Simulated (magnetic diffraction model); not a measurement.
# Which magnetic order? Ho2VSbO8

Space group I-4m2 (no. 119), a = 7.1070 Å, c = 6.2610 Å.

```csv
site,atom,x,y,z
2d,Ho,1/2,0,1/4
2a,Ho,0,0,0
2c,Sb,0,1/2,1/4
2b,V,0,0,1/2
8i,O,0.1847,0,0.3251
8i,O,0,0.3233,0.0864
```

The compound is invented for this exercise: a known structure type with other elements, its cell scaled to their sizes and not relaxed.

Only Ho is taken to order (form factors of Ho3+); orders and moment sizes are assumed, and not adapted to the symmetry. Radiation: neutrons of λ = 2.52 Å, 3° to 80°; isotropic B of 0.18 Å² (Ho), 0.21 Å² (Sb), 0.2 Å² (V) and 0.36 Å² (O). The intensities are simulated: I ∝ L Σ (|F_N|² + |F_M⊥|²) for unpolarised neutrons, with F_M = 2.695 fm/μB × Σ f(s) S exp(2πi Q·r) exp(−B s²) at Q = H ± k (one set where k and −k are equivalent), only the part normal to Q counting and L = 1/(sin²θ cos θ). For collinear order S is the moment m, which repeats by lattice and centring translations R with the sign exp(−2πi k·R). Form factors are spin-only for 3d ions and dipole or tabulated for f ions, scattering lengths are Sears's of 1992, and absorption is left out. A label names one of the reflections at its angle. The strongest nuclear line in the range is 100, and lines under 0.2 are left out.

Above the ordering temperature:

```
2θ (°)    index      I
 29.04  (1 1 0)    8.7
 31.11  (1 0 1)   13.2
 41.53  (2 0 0)   79.0
 47.47  (0 0 2)    2.8
 52.79  (2 1 1)   14.4
 56.61  (1 1 2)   13.1
 60.19  (2 2 0)    3.5
 64.88  (2 0 2)   92.7
 68.20  (3 1 0)    2.9
 69.31  (3 0 1)  100.0
 77.99  (1 0 3)   66.6
```

Below it (cell unchanged):

```csv
2θ (°),I
29.04,8.7
31.11,147.4
41.53,162.8
47.47,2.8
52.79,111.4
56.61,87.1
60.19,42.1
64.88,92.7
68.20,2.9
69.31,128.1
77.99,85.0
```

**Question.** Find the propagation vector, then choose among these models:
A. collinear moments along [110], 7.2 μB on Ho; signs + at (1/2, 0, 1/4), − at (0, 0, 0)
B. collinear moments along [101], 7.2 μB on Ho; signs + at (1/2, 0, 1/4), − at (0, 0, 0)
C. collinear moments along [101], 7.2 μB on Ho; signs + at (1/2, 0, 1/4), + at (0, 0, 0)
D. collinear moments along [110], 7.2 μB on Ho; signs + at (1/2, 0, 1/4), + at (0, 0, 0)

No line moves, and magnetic intensity falls on nuclear lines such as the one at 31.11°, so the magnetic cell equals the chemical primitive cell: k = 0.

Magnetic intensity, observed (below minus above) and for each model:

| 2θ (°) | index | observed | A | B | C | D |
| --- | --- | --- | --- | --- | --- | --- |
| 29.04 | (1 1 0) | <0.2 | 122.5 | 176.0 | <0.2 | <0.2 |
| 31.11 | (1 0 1) | 134.1 | 166.1 | 134.1 | 134.1 | 166.1 |
| 41.53 | (2 0 0) | 83.9 | <0.2 | <0.2 | 83.9 | 58.4 |
| 47.47 | (0 0 2) | <0.2 | 44.1 | 24.9 | <0.2 | <0.2 |
| 56.61 | (1 1 2) | 74.1 | <0.2 | <0.2 | 74.1 | 105.1 |
| 60.19 | (2 2 0) | 38.6 | <0.2 | <0.2 | 38.6 | 26.9 |
| 64.88 | (2 0 2) | <0.2 | 72.0 | 58.1 | <0.2 | <0.2 |
| 68.20 | (3 1 0) | <0.2 | 41.6 | 59.8 | <0.2 | <0.2 |

Model C matches.

The structure used: k = (0 0 0), collinear moments along [101], 7.2 μB on Ho; signs + at (1/2, 0, 1/4), + at (0, 0, 0).

[Logs are printed without paths, hosts, clocks, repeated set-up lines and the standing remarks that a program may print on its own settings, such as how far it seeks lower states.]
